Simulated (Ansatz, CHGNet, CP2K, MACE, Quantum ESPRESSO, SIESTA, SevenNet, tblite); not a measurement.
# Na+ TFSI- in propylene carbonate and ethylene carbonate at 330 K (114 atoms) in SIESTA, part 2 of 2

How do the settings of SIESTA change the result for Na+ TFSI- in propylene carbonate and ethylene carbonate at 330 K (114 atoms)? A plane-wave run serves as the yardstick.

Program: SIESTA 5.4.2; the method stands at each step. Banners, paths, timers and routine set-up lines are dropped from the logs unmarked, and long logs keep their key lines alone; longer cuts are marked. The potentials were converted by us to PSML.

So far. Step 4 (PBE, SZ, shift 0.02 Ry, mesh 500 Ry): Against the first run (16 %), the force difference from the reference is 132 %, at 0.33 times the CPU time (on 1 against 2 cores).

### Step 5. PBE, DZ, shift 0.01 Ry, mesh 500 Ry

Method: Kohn-Sham DFT, PBE, PseudoDojo 0.4.1 norm-conserving pseudopotentials (converted to PSML), numerical atomic orbitals (DZ), diagonalisation.

The input, input.fdf:

```
SystemLabel cell
NumberOfAtoms 114
NumberOfSpecies 7
%block ChemicalSpeciesLabel
  1 7 N
  2 16 S
  3 8 O
  4 6 C
  5 9 F
  6 1 H
  7 11 Na
%endblock ChemicalSpeciesLabel
LatticeConstant 1.0 Ang
%block LatticeVectors
  11.21847 0.00000 0.00000
  0.00000 11.21847 0.00000
  0.00000 0.00000 11.21847
%endblock LatticeVectors
PAO.BasisSize DZ
PAO.EnergyShift 0.01 Ry
XC.Functional GGA
XC.Authors PBE
MeshCutoff 500 Ry
%block kgrid_Monkhorst_Pack
  1 0 0 0.0
  0 1 0 0.0
  0 0 1 0.0
%endblock kgrid_Monkhorst_Pack
SolutionMethod diagon
OccupationFunction FD
ElectronicTemperature 580 K
SCF.Mixer.Method Pulay
SCF.Mixer.Weight 0.15
SCF.Mixer.History 8
SCF.Mix Hamiltonian
MaxSCFIterations 300
SCF.DM.Tolerance 1e-04
SCF.H.Tolerance 1.0e-3 eV
WriteForces T
Write.HirshfeldPop T
Write.VoronoiPop T
Write.DM F
Write.H F
XML.Write F
AtomicCoordinatesFormat Fractional
%block AtomicCoordinatesAndAtomicSpecies
[... 114 atom lines left out: the same atoms as in the first run ...]
%endblock AtomicCoordinatesAndAtomicSpecies
```

Launch:

```bash
OMP_NUM_THREADS=1 mpirun -np 2 siesta < input.fdf > output.txt
```

Log:

```text
Version         : 5.4.2
reinit: System Name:
reinit: System Label: cell
initatom: Reading input for the pseudopotentials and atomic orbitals ----------
Species number:   1 Atomic number:    7 Label: N
Species number:   2 Atomic number:   16 Label: S
Species number:   3 Atomic number:    8 Label: O
Species number:   4 Atomic number:    6 Label: C
[... lines left out ...]
SCF Convergence by DM+H criterion
[... lines left out ...]
SCF cycle converged after 14 iterations
[... lines left out ...]
   Max   25.674271
[... lines left out ...]
   Max   25.674271    constrained
Stress tensor Voigt[x,y,z,yz,xz,xy] (kbar):     -198.51     -180.54     -150.46       13.24       -4.51       24.62
[... lines left out ...]
siesta: FreeEng =    -30534.527911
[... lines left out ...]
siesta:         Fermi =      -3.962330
[... lines left out ...]
siesta:         176.50194647        178.65377825  kBar
[... lines left out ...]
    38     0.030753    0.969247  H
    39     0.008514    0.991486  H
    40     0.006476    0.993524  H
[...]
113     0.217015    8.782985  Na
   114     0.271094    8.728906  Na
--------------------
 Total    -0.000005
Voronoi Atomic Populations:
Atom #   charge [q] valence [e]  Species
     1    -0.394611    5.394611  N
[...]
16    -0.321895    5.321895  N
    17     0.600468    5.399532  S
[...]
24     0.608314    5.391686  S
[...]
29    -0.057093    7.057093  F
    30    -0.032819    7.032819  F
[...]
105    -0.044804    6.044804  O
   106     0.079864    3.920136  C
   107     0.044049    3.955951  C
   108    -0.131572    6.131572  O
[...]
111     0.027578    0.972422  H
   112     0.009410    0.990590  H
   113     0.194361    8.805639  Na
   114     0.238416    8.761584  Na
--------------------
 Total    -0.000005
```

The job ended after 65 s (2 MPI ranks of Arm Neoverse V2, shared host; peak memory 1.4 GiB).

Compared with the plane-wave run:

| Item | Value |
| --- | --- |
| r.m.s. force component | 4.572 eV/Å |
| r.m.s. difference of force components | 2260 meV/Å |
| longest difference of force vectors | 14280 meV/Å |
| force difference over r.m.s. force | 74.45 % |
| slope of forces against the reference's | 1.357 |
| correlation of force components | 0.901 |
| gap (highest filled to lowest empty level) | 3.424 eV |
| gap difference | -0.3522 eV |
| pressure | 17.65 GPa |
| pressure difference | 11.64 GPa |

This is a coarse setting, run to see what it loses.

Against the first run (16 %), the force difference from the reference is 74 %, at 0.47 times the CPU time, with 692 basis functions against 1186: the smaller basis costs accuracy.

### Step 6. PBE, SZ, shift 0.02 Ry, mesh 500 Ry, orbital minimisation

Method: Kohn-Sham DFT, PBE, PseudoDojo 0.4.1 norm-conserving pseudopotentials (converted to PSML), numerical atomic orbitals (SZ), orbital minimisation.

input.fdf, as its differences from that of step 5:

```diff
@@ -18,4 +18,4 @@
 %endblock LatticeVectors
-PAO.BasisSize DZ
-PAO.EnergyShift 0.01 Ry
+PAO.BasisSize SZ
+PAO.EnergyShift 0.02 Ry
 XC.Functional GGA
@@ -28,3 +28,3 @@
 %endblock kgrid_Monkhorst_Pack
-SolutionMethod diagon
+SolutionMethod OMM
 OccupationFunction FD
@@ -38,2 +38,4 @@
 SCF.H.Tolerance 1.0e-3 eV
+OMM.Precon -1
+OMM.RelTol 1.0e-9
 WriteForces T
```

Log:

```text
Version         : 5.4.2
reinit: System Name:
reinit: System Label: cell
initatom: Reading input for the pseudopotentials and atomic orbitals ----------
Species number:   1 Atomic number:    7 Label: N
Species number:   2 Atomic number:   16 Label: S
Species number:   3 Atomic number:    8 Label: O
Species number:   4 Atomic number:    6 Label: C
Species number:   5 Atomic number:    9 Label: F
Species number:   6 Atomic number:    1 Label: H
Species number:   7 Atomic number:   11 Label: Na
Ground state valence configuration (from tables):   2s02  2p03  3d00  4f00
[... lines left out ...]
siesta: FreeEng =    -30297.227602
[... lines left out ...]
SCF Convergence by DM+H criterion
[... lines left out ...]
SCF cycle converged after 23 iterations
[... lines left out ...]
   Max   31.951097
[... lines left out ...]
   Max   31.951097    constrained
Stress tensor Voigt[x,y,z,yz,xz,xy] (kbar):     -385.98     -365.89     -314.90       24.12      -21.41       24.04
[... lines left out ...]
siesta: FreeEng =    -30379.174842
[... lines left out ...]
siesta:         355.59025359        378.50996278  kBar
[... lines left out ...]
     4    -0.312564    6.312564  O
     5     0.180648    3.819352  C
     6    -0.076440    7.076440  F
     7    -0.123893    7.123893  F
     8    -0.102506    7.102506  F
     9     0.685658    5.314342  S
    10    -0.306957    6.306957  O
[...]
12     0.163115    3.836885  C
[...]
16    -0.356858    5.356858  N
    17     0.634934    5.365066  S
[...]
20     0.193352    3.806648  C
[...]
38     0.042091    0.957909  H
    39     0.019045    0.980955  H
    40     0.010762    0.989238  H
[...]
113     0.256324    8.743676  Na
   114     0.305387    8.694613  Na
--------------------
 Total    -0.000019
Voronoi Atomic Populations:
Atom #   charge [q] valence [e]  Species
     1    -0.458936    5.458936  N
[...]
16    -0.378173    5.378173  N
    17     0.679187    5.320813  S
[...]
24     0.695834    5.304166  S
[...]
29    -0.107385    7.107385  F
    30    -0.081917    7.081917  F
[...]
105    -0.098287    6.098287  O
   106     0.134071    3.865929  C
   107     0.107067    3.892933  C
   108    -0.159841    6.159841  O
[...]
111     0.002833    0.997167  H
   112    -0.007415    1.007415  H
   113     0.204459    8.795541  Na
   114     0.245214    8.754786  Na
--------------------
 Total    -0.000019
```

The job ended after 69 s (2 MPI ranks; peak memory 1.1 GiB).

Against the reference:

```
r.m.s. force component                          : 6.186 eV/Å
r.m.s. difference of force components           : 4020 meV/Å
longest difference of force vectors             : 21910 meV/Å
force difference over r.m.s. force              : 132.4 %
slope of forces against the reference's         : 1.699
correlation of force components                 : 0.8339
pressure                                        : 35.56 GPa
pressure difference                             : 29.55 GPa
energy less the same-level run's                : 0 meV/atom
r.m.s. force difference from the same-level run : 0.223 meV/Å
```

This is a coarse setting, run to see what it loses.

Against the first run (16 %), the force difference from the reference is 132 %, at 0.51 times the CPU time.

### Step 7. The ladder

Differences are against the plane-wave reference, forces as r.m.s. over components; share is that over the reference's r.m.s. force, slope the least-squares factor from reference forces to these. Total energies of different programs have different zeros and aren't compared.

```
                                                                      run  Δ force, r.m.s. (meV/Å)  share (%)  slope  Δ pressure (GPa)  Δ gap (eV)  cores  CPU time  memory (GiB)
                                                                reference                        -          -      -                 -           -      8      64 s           1.8
                              SIESTA PBE, DZP, shift 0.01 Ry, mesh 500 Ry                      477       15.7  1.087              1.00      0.0974      2   4.5 min           2.1
                      SIESTA PBE, SZ, shift 0.01 Ry, mesh 500 Ry (coarse)                     4315        142  1.718              32.6       -1.36      1      97 s          0.95
                      SIESTA PBE, SZ, shift 0.02 Ry, mesh 500 Ry (coarse)                     4020        132  1.699              29.6       -1.51      1      89 s          0.85
                      SIESTA PBE, DZ, shift 0.01 Ry, mesh 500 Ry (coarse)                     2260       74.4  1.357              11.6      -0.352      2   2.2 min           1.4
SIESTA PBE, SZ, shift 0.02 Ry, mesh 500 Ry, orbital minimisation (coarse)                     4020        132  1.699              29.6           -      2   2.3 min           1.1
```

Rows marked coarse were listed beforehand as settings not expected to be converged; some can still land near the reference.

CPU time is summed over cores on a shared host, where runs went side by side, so it is rough. Symmetry, cutoffs, thresholds, outputs and thread counts weren't matched or tuned between programs; memory under MPI is the largest rank's times the ranks.

Within one program, basis, potentials and functional, energies share a zero. Each run against its twin at the usual cutoff or grid and solver:

| run | twin | Δ energy (meV/atom) | Δ force, r.m.s. (meV/Å) | CPU time over the twin's |
| --- | --- | --- | --- | --- |
| SIESTA PBE, SZ, shift 0.02 Ry, mesh 500 Ry, orbital minimisation | SZ, shift 0.02 Ry, mesh 500 Ry | 0 | 0.223 | 1.5 (this twin ran on 1 cores) |

Further runs of this program without a result: SIESTA PBE, SZ, shift 0.02 Ry, mesh 500 Ry, order-N, radius 3.5 Å, eta -2.98 eV (stopped at the start); SIESTA PBE, SZ, shift 0.02 Ry, mesh 500 Ry, order-N, radius 6.5 Å, eta -2.98 eV (stopped at the start).

### Step 8. Results

```yaml
nearest_in_forces: SIESTA PBE, DZP, shift 0.01 Ry, mesh 500 Ry, 16 %
its_cpu_time: 4.5 min
```

What this shows: The PBE run in local orbitals, coarse settings apart, differs by 16 % (SIESTA PBE, DZP, shift 0.01 Ry, mesh 500 Ry); basis, grid and potentials can all enter. Runs with settings chosen to be coarse differ by 74 % (SIESTA PBE, DZ, shift 0.01 Ry, mesh 500 Ry) to 142 % (SIESTA PBE, SZ, shift 0.01 Ry, mesh 500 Ry), their programs' other errors included. None of the electronic-structure runs in the table takes under half the reference's CPU time of 64 s; they take 1.4 to 4.3 times as much. At the same functional, gaps differ from the reference's 3.78 eV by between -1.51 and +0.10 eV. In pressure, SIESTA PBE, SZ, shift 0.01 Ry, mesh 500 Ry misses by +32.6 GPa, at the same functional. Forces of 3.0 eV/Å r.m.s. are well above thermal ones: they come largely from the bond lengths of the classical model and from the random displacements, and they dominate the comparison. The network of contacts between molecules at the start is that of the classical potential that made the cell, and needn't be the one that DFT or experiment would give. The reference's PBE has no dispersion term, which matters for the binding between molecules or layers. The electronic-structure runs sample only Γ, in a cell whose shortest periodic width is 11 Å.

[Also dropped from logs without a mark: logging warnings of Python, and SIESTA's first energy breakdown and zero terms.]

[Logs are printed without paths, hosts, clocks, repeated set-up lines and the standing remarks that a program may print on its own settings, such as how far it seeks lower states.]

[Hosts, paths, dates, database ids (printed as entryN), source tags and the programs' standing remarks are cut or masked in the printed files.]
